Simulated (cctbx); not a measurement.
# Interatomic vectors of Ba2SrTeS6

Space group R-3 (no. 148), a = 7.1650 Å, b = 7.1650 Å, c = 17.0560 Å, α = 90.00°, β = 90.00°, γ = 120.00°, content Ba6 Te3 Sr3 S18.

Simulated single-crystal data (cctbx): Mo Kα, λ = 0.71073 Å, to d = 0.75 Å, 70 % of the full sphere, strongest reflection 20000 counts, noise from counting, a 1.5 % proportional error and a noise floor of 15 counts (s.d.); no absorption, some extinction.

Patterson synthesis from sharpened amplitudes, origin scaled to 1000:

```text
Patterson group R -3 :H
      u       v       w   height  length (A)
  0.000   0.000   0.000   1000.0     0.00
  0.000   0.000   0.500    885.6     8.53
  0.000   0.000   0.250    853.7     4.26
  0.035   0.557   0.496     83.3     9.08
  0.038   0.563   0.988     81.8     3.28
  0.025   0.544   0.741     67.2     5.55
  0.077   0.907   0.489     65.2     8.41
  0.076   0.905   0.989     64.5     1.08
  0.090   0.172   0.740     56.3     4.57
  0.080   0.906   0.239     55.1     4.21
  0.019   0.885   0.037     54.0     1.10
  0.000   0.500   0.000     53.7     3.58
  0.017   0.881   0.788     50.7     3.73
  0.015   0.882   0.538     50.7     7.94
```

**Question.** Which atom pairs make the peaks, and where is the heaviest atom?

A peak at u stands for all pairs with xi − xj = u, with weight Σ ZiZj against Σ Z² = 35868 at the origin. Peak heights follow these weights only roughly, since form factors, motion and series ripples differ, all vectors within 0.55 Å of a peak are counted as merged into it though the farther ones add only part of their weight, and F(000) is left out, which lowers the whole map:

| u | v | w | shortest length (Å) | height | 1000 ΣZiZj/ΣZ² | pairs in the cell |
| --- | --- | --- | --- | --- | --- | --- |
| 0.000 | 0.000 | 0.500 | 5.02 | 886 | 855 | 6 × Ba–Ba, 6 × Te–Sr |
| 0.000 | 0.000 | 0.250 | 4.26 | 854 | 843 | 6 × Ba–Te, 6 × Ba–Sr |
| 0.035 | 0.557 | 0.496 | 3.46 | 83 | 193 | 6 × Ba–S, 6 × S–S |
| 0.038 | 0.563 | 0.988 | 3.28 | 82 | 150 | 6 × Ba–S |
| 0.025 | 0.544 | 0.741 | 2.31 | 67 | 139 | 6 × Te–S |
| 0.077 | 0.907 | 0.489 | 4.32 | 65 | 21 | 3 × S–S |
| 0.076 | 0.905 | 0.989 | 1.08 | 64 | 0 | none within 0.55 Å |
| 0.090 | 0.172 | 0.740 | 3.31 | 56 | 0 | none within 0.55 Å |
| 0.080 | 0.906 | 0.239 | 4.01 | 55 | 0 | none within 0.55 Å |
| 0.019 | 0.885 | 0.037 | 1.10 | 54 | 0 | none within 0.55 Å |

The table stops at ten peaks or at a height of 45, below which ripples compete. In the model behind the data Ba, the heaviest element, has 1 independent site: (1/3, 2/3, 0.4153), up to an allowed shift of origin; the Ba–Ba vectors are differences of these positions and their symmetry mates. Elements of similar Z can't be told apart from the map alone. The whole model:

```csv
atom,mult.,x,y,z,Ueq (Å²)
Ba1,6,1/3,2/3,0.4153,0.0150
Te1,3,1/3,2/3,1/6,0.0147
Sr1,3,0,0,0,0.0205
S1,18,0.0340,0.5719,0.2435,0.0347
```

The model is made up (kin elements in a known structure type, no relaxation), so it says nothing on whether the phase exists.

[Logs are printed without paths, hosts, clocks, repeated set-up lines and the standing remarks that a program may print on its own settings, such as how far it seeks lower states.]
